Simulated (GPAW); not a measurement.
# A Au chain with two Cu atoms in line: transmission at several levels, part 2 of 2

How well does a Au chain with two Cu atoms in line conduct at low bias, and how far do basis and functional move the answer?

GPAW 26.7.0; GPAW LCAO, PAW setups; Landauer transmission from Green's functions with principal layers (ASE), zero bias.

So far, transmission at the Fermi level (one spin): step 2 (GPAW, dzp, PBE, GPAW) 0.996; step 3 (basis szp(dzp), PBE, GPAW) 0.996; step 4 (basis sz(dzp), PBE, GPAW) 0.999; step 5 (revPBE) 0.996.

## (8) Broadening 0.05, k-points along the lead 2

The broadening keeps the Green's functions finite; too large a value absorbs electrons where channels are open and leaks them where none are. The lead's own mesh along the current sets its density and potential; where the lead is aligned to the junction's end layer, a rigid shift drops out.

This step: GPAW LCAO, PAW setups; Landauer transmission from Green's functions with principal layers (ASE), zero bias (GPAW 26.7.0).

Contents of run.py:

```python
import json
import numpy as np
from ase import Atoms
from ase.transport.calculators import TransportCalculator
from gpaw import GPAW, FermiDirac
from gpaw.lcao.tools import get_lcao_hamiltonian
from scipy.linalg import eigh

# The junction with lead layers at both ends, along the third cell vector
device = Atoms(
    ['Au', 'Au', 'Au', 'Au', 'Au', 'Cu', 'Cu', 'Au', 'Au', 'Au', 'Au', 'Au'],
    positions=[
        [4.50000, 4.50000, 1.30000],
        [4.50000, 4.50000, 3.90000],
        [4.50000, 4.50000, 6.50000],
        [4.50000, 4.50000, 9.10000],
        [4.50000, 4.50000, 11.70000],
        [4.50000, 4.50000, 14.09240],
        [4.50000, 4.50000, 16.39240],
        [4.50000, 4.50000, 18.78480],
        [4.50000, 4.50000, 21.38480],
        [4.50000, 4.50000, 23.98480],
        [4.50000, 4.50000, 26.58480],
        [4.50000, 4.50000, 29.18480]],
    cell=[[9.0, 0.0, 0.0], [0.0, 9.0, 0.0], [0.0, 0.0, 30.4848]],
    pbc=True)

# One principal layer of the lead: the first 3 atoms of the device
lead = Atoms(
    ['Au', 'Au', 'Au'],
    positions=[
        [4.50000, 4.50000, 1.30000],
        [4.50000, 4.50000, 3.90000],
        [4.50000, 4.50000, 6.50000]],
    cell=[[9.0, 0.0, 0.0], [0.0, 9.0, 0.0], [0.0, 0.0, 7.8]],
    pbc=True)

settings = dict(mode='lcao', basis='dzp', xc='PBE', h=0.2,
                occupations=FermiDirac(0.1), maxiter=250,
                mixer=dict(beta=0.1, nmaxold=8, weight=100.0),
                convergence=dict(density=0.0001))
energies = np.arange(-2, 2 + 1e-9, 0.05)
eta = 0.05
n1, n2 = 1, 1
# k and -k transmit alike, so half of the mesh across the current serves
mesh = [(i, j) for i in range(n1) for j in range(n2) if (i, j) <= (-i % n1, -j % n2)]
weights = np.array([1 if (i, j) == (-i % n1, -j % n2) else 2 for i, j in mesh]) / (n1 * n2)

# [... helper functions left out ...]
fermi_lead = ground_state(lead, (1, 1, 2), 'lead.txt')
fermi_device = ground_state(device, (1, 1, 3), 'device.txt')
# [... loop over the mesh left out, but for ...]
        # Shift the lead onto the potential of the device's first layer
        shift = ((H[:, 0, 0] - H0[:, 0, 0]) / S0[0, 0]).real.mean()
# [...]
kT = 8.617333e-5 * 77
bias = [0.1, 0.2, 0.5, 1.0, 1.5, 2.0]
# [... integrals and printing left out ...]
```

On the command line:

```console
$ OMP_NUM_THREADS=1 OPENBLAS_NUM_THREADS=1 python run.py
```

What it wrote:

```text
basis functions: device 180, principal layer 45
Fermi level: lead -4.0360 eV, device -4.5046 eV; lead shifted by 0.4772 eV
largest coupling past the next layer 2.45e-07 eV, largest misfit of the first layer 0.204 eV
  E-E_F (eV)   T (one spin)  [channel counts left out]
    -2.000    6.3089e-01
    -1.950    6.5547e-01
    -1.900    6.7623e-01
    -1.850    6.9365e-01
    -1.800    7.0921e-01
    -1.750    7.2482e-01
    -1.700    7.4254e-01
    -1.650    7.6455e-01
    -1.600    7.9314e-01
    -1.550    8.3036e-01
    -1.500    8.7715e-01
    -1.450    9.3179e-01
    -1.400    9.8854e-01
    -1.350    1.0373e+00
    -1.300    1.0628e+00
    -1.250    1.0384e+00
[...]
1.650    6.8521e-01
     1.700    6.8641e-01
     1.750    6.8765e-01
     1.800    6.8895e-01
     1.850    6.9029e-01
     1.900    6.9168e-01
     1.950    6.9311e-01
     2.000    6.9458e-01
conductance at 77 K: 0.53835 G0 a cell; thermopower -1.022 uV/K
current from the zero-bias T(E) at 0.1 V: 4.1722 uA
current from the zero-bias T(E) at 0.2 V: 8.3655 uA
current from the zero-bias T(E) at 0.5 V: 22.075 uA
current from the zero-bias T(E) at 1.0 V: 51.35 uA
current from the zero-bias T(E) at 1.5 V: 84.008 uA
current from the zero-bias T(E) at 2.0 V: 119.76 uA
```

Run time: 38 s. Hardware: 1 thread of Arm Neoverse V2, shared host; peak memory 0.99 GiB.

The run finished with changed settings (eta = 0.05 and lead_nz = 2); it serves as a test.

The two runs compared:

| quantity | this run | sound run | difference |
| --- | --- | --- | --- |
| conductance (G₀) | 0.53835 | 0.99610 | -0.458 |
| largest coupling past the next principal layer (eV) | 2.453e-7 | 2.459e-7 | -6.0e-10 |
| largest misfit of the first principal layer (eV) | 0.20377 | 0.023214 | 0.181 |
| shift that aligns the lead (eV) | 0.47722 | -0.0011504 | 0.478 |
| transmission at the Fermi level (one spin) | 0.53833 | 0.99615 | -0.458 |

The two runs differ clearly in the largest misfit of the first principal layer: 0.204 eV against 0.0232 eV.

## (9) Smearing 0.025: width = 0.025

Smearing helps the SCF of a metal converge, but it blurs occupations at band edges near the Fermi level.

Changes to run.py since step 8:

```diff
@@ -38,3 +38,3 @@
 settings = dict(mode='lcao', basis='dzp', xc='PBE', h=0.2,
-                occupations=FermiDirac(0.1), maxiter=250,
+                occupations=FermiDirac(0.025), maxiter=250,
                 mixer=dict(beta=0.1, nmaxold=8, weight=100.0),
@@ -42,3 +42,3 @@
 energies = np.arange(-2, 2 + 1e-9, 0.05)
-eta = 0.05
+eta = 0.0001
 n1, n2 = 1, 1
@@ -49,3 +49,3 @@
 # [... helper functions left out ...]
-fermi_lead = ground_state(lead, (1, 1, 2), 'lead.txt')
+fermi_lead = ground_state(lead, (1, 1, 15), 'lead.txt')
 fermi_device = ground_state(device, (1, 1, 3), 'device.txt')
```

What it wrote:

```text
basis functions: device 180, principal layer 45
Fermi level: lead -4.7014 eV, device -4.5696 eV; lead shifted by 0.0113 eV
largest coupling past the next layer 2.47e-07 eV, largest misfit of the first layer 0.016 eV
  E-E_F (eV)   T (one spin)  [channel counts left out]
    -2.000    9.3208e-01
    -1.950    9.6613e-01
    -1.900    1.0026e+00
    -1.850    1.0419e+00
    -1.800    1.0847e+00
    -1.750    1.1317e+00
    -1.700    1.1835e+00
    -1.650    1.2410e+00
    -1.600    1.3050e+00
    -1.550    1.3764e+00
    -1.500    1.4562e+00
    -1.450    1.5456e+00
    -1.400    1.6456e+00
    -1.350    1.7573e+00
    -1.300    1.8813e+00
    -1.250    2.0161e+00
[...]
1.650    9.1021e-01
     1.700    9.0902e-01
     1.750    9.0794e-01
     1.800    9.0695e-01
     1.850    9.0605e-01
     1.900    9.0523e-01
     1.950    9.0449e-01
     2.000    9.0383e-01
conductance at 77 K: 2.0555 G0 a cell; thermopower 19.61 uV/K
current from the zero-bias T(E) at 0.1 V: 15.542 uA
current from the zero-bias T(E) at 0.2 V: 30.785 uA
current from the zero-bias T(E) at 0.5 V: 79.924 uA
current from the zero-bias T(E) at 1.0 V: 162.73 uA
current from the zero-bias T(E) at 1.5 V: 246.26 uA
current from the zero-bias T(E) at 2.0 V: 331.44 uA
```

Run time: 40 s. Hardware: 1 thread; peak memory 1 GiB.

Numbers from this step:

```
conductance                                    : 2.055 G₀
largest coupling past the next principal layer : 2.47e-7 eV
largest misfit of the first principal layer    : 0.01550 eV
shift that aligns the lead                     : 0.01127 eV
transmission at the Fermi level (one spin)     : 2.116
```

One spin. Transmission, zone mean against energy, zero at the Fermi level:

| energy (eV) | transmission, zone mean |
| --- | --- |
| -2.000 | 0.932 |
| -1.800 | 1.08 |
| -1.600 | 1.31 |
| -1.400 | 1.65 |
| -1.200 | 2.15 |
| -1.000 | 3.38 |
| -0.850 | 3.49 |
| -0.800 | 3.45 |
| -0.600 | 3.33 |
| -0.400 | 3.29 |
| -0.200 | 3.33 |
| 0.000 | 2.12 |
| 0.200 | 0.990 |
| 0.400 | 0.976 |
| 0.600 | 0.962 |
| 0.800 | 0.948 |
| 1.000 | 0.936 |
| 1.200 | 0.926 |
| 1.400 | 0.918 |
| 1.600 | 0.911 |
| 1.800 | 0.907 |
| 2.000 | 0.904 |

Not self-consistent under bias; the bias window is split evenly. Table of current through one cell, from the zero-bias transmission by bias:

| bias (V) | current through one cell, from the zero-bias transmission (μA) |
| --- | --- |
| 0.100 | 15.5 |
| 0.200 | 30.8 |
| 0.500 | 79.9 |
| 1.000 | 163 |
| 1.500 | 246 |
| 2.000 | 331 |

Table of transmission of the three most open eigenchannels by energy, zero at the Fermi level:

| energy (eV) | channel 1 | channel 2 | channel 3 |
| --- | --- | --- | --- |
| -2.00 | 0.822 | 0.0553 | 0.0553 |
| -1.90 | 0.859 | 0.0718 | 0.0718 |
| -1.80 | 0.893 | 0.0959 | 0.0959 |
| -1.70 | 0.923 | 0.130 | 0.130 |
| -1.55 | 0.961 | 0.208 | 0.208 |
| -1.45 | 0.980 | 0.283 | 0.283 |
| -1.35 | 0.994 | 0.381 | 0.381 |
| -1.25 | 0.998 | 0.509 | 0.509 |
| -1.15 | 0.791 | 0.665 | 0.665 |
| -1.05 | 0.994 | 0.831 | 0.831 |
| -0.90 | 0.990 | 0.990 | 0.975 |
| -0.80 | 0.972 | 0.972 | 0.943 |
| -0.70 | 0.913 | 0.913 | 0.898 |
| -0.60 | 0.848 | 0.840 | 0.840 |
| -0.50 | 0.903 | 0.803 | 0.794 |
| -0.40 | 0.954 | 0.783 | 0.783 |
| -0.25 | 0.978 | 0.829 | 0.829 |
| -0.15 | 0.969 | 0.896 | 0.896 |
| -0.05 | 0.998 | 0.993 | 0.993 |
| 0.00 | 0.998 | 0.559 | 0.559 |
| 0.05 | 0.997 | 2.8e-9 | 2.8e-9 |
| 0.15 | 0.992 | 3.0e-12 | 3.0e-12 |
| 0.25 | 0.987 | 0 | 0 |
| 0.40 | 0.976 | 0 | 0 |
| 0.50 | 0.969 | 0 | 0 |
| 0.60 | 0.962 | 0 | 0 |
| 0.70 | 0.955 | 0 | 0 |
| 0.80 | 0.948 | 0 | 0 |
| 0.90 | 0.942 | 0 | 0 |
| 1.05 | 0.933 | 0 | 0 |
| 1.15 | 0.928 | 0 | 0 |
| 1.25 | 0.924 | 0 | 0 |
| 1.35 | 0.920 | 0 | 0 |
| 1.45 | 0.916 | 0 | 0 |
| 1.55 | 0.913 | 0 | 0 |
| 1.70 | 0.909 | 0 | 0 |
| 1.80 | 0.907 | 0 | 0 |
| 1.90 | 0.905 | 0 | 0 |
| 2.00 | 0.904 | 0 | 0 |

The conductance, 2.06 G₀, lies 106 % above that of the dzp run.

## (10) Results

```yaml
conductance: 0.996 G₀
transmission_at_the_fermi_level_mean_of_the_spins: 0.996
thermopower: about 0 (under 1.5 μV/K)
```

**Reading.** In the dzp basis the junction conducts 0.996 G₀ at 77 K, with T = 0.996 a spin at the Fermi level; the sz basis reaches that conductance within 10 %. At the Fermi level one eigenchannel carries the current (1.00). Measured against the first run (dzp), the nearest curve is that of dzp-revPBE (r.m.s. 0.16) and the farthest that of sz (0.41). Over the compared runs wall time goes from 29 s (sz) to 40 s (dzp), on a shared host. A change of numerical settings alone (smearing 0.025) gives 2.06 G₀, so the conductance is not converged in them and the ranking of the bases holds for these settings only. The geometry was built from estimated bond lengths and not relaxed, so the numbers describe this model structure. Spin-orbit coupling is left out, which matters for the heavy atoms here. An evenly spaced straight chain is an idealisation: free chains tend to dimerise, zigzag or, where a band edge lies near the Fermi level, turn magnetic. The currents use the zero-bias T(E) throughout, which holds only while the bias is small against the distance to the nearest feature. The energy step is wider than the thermal energy, so the conductance and thermopower rest on interpolation of T(E).

[Logs are printed without paths, hosts, clocks, repeated set-up lines and the standing remarks that a program may print on its own settings, such as how far it seeks lower states.]

[Hosts, paths, dates, database ids (printed as entryN), source tags and the programs' standing remarks are cut or masked in the printed files.]
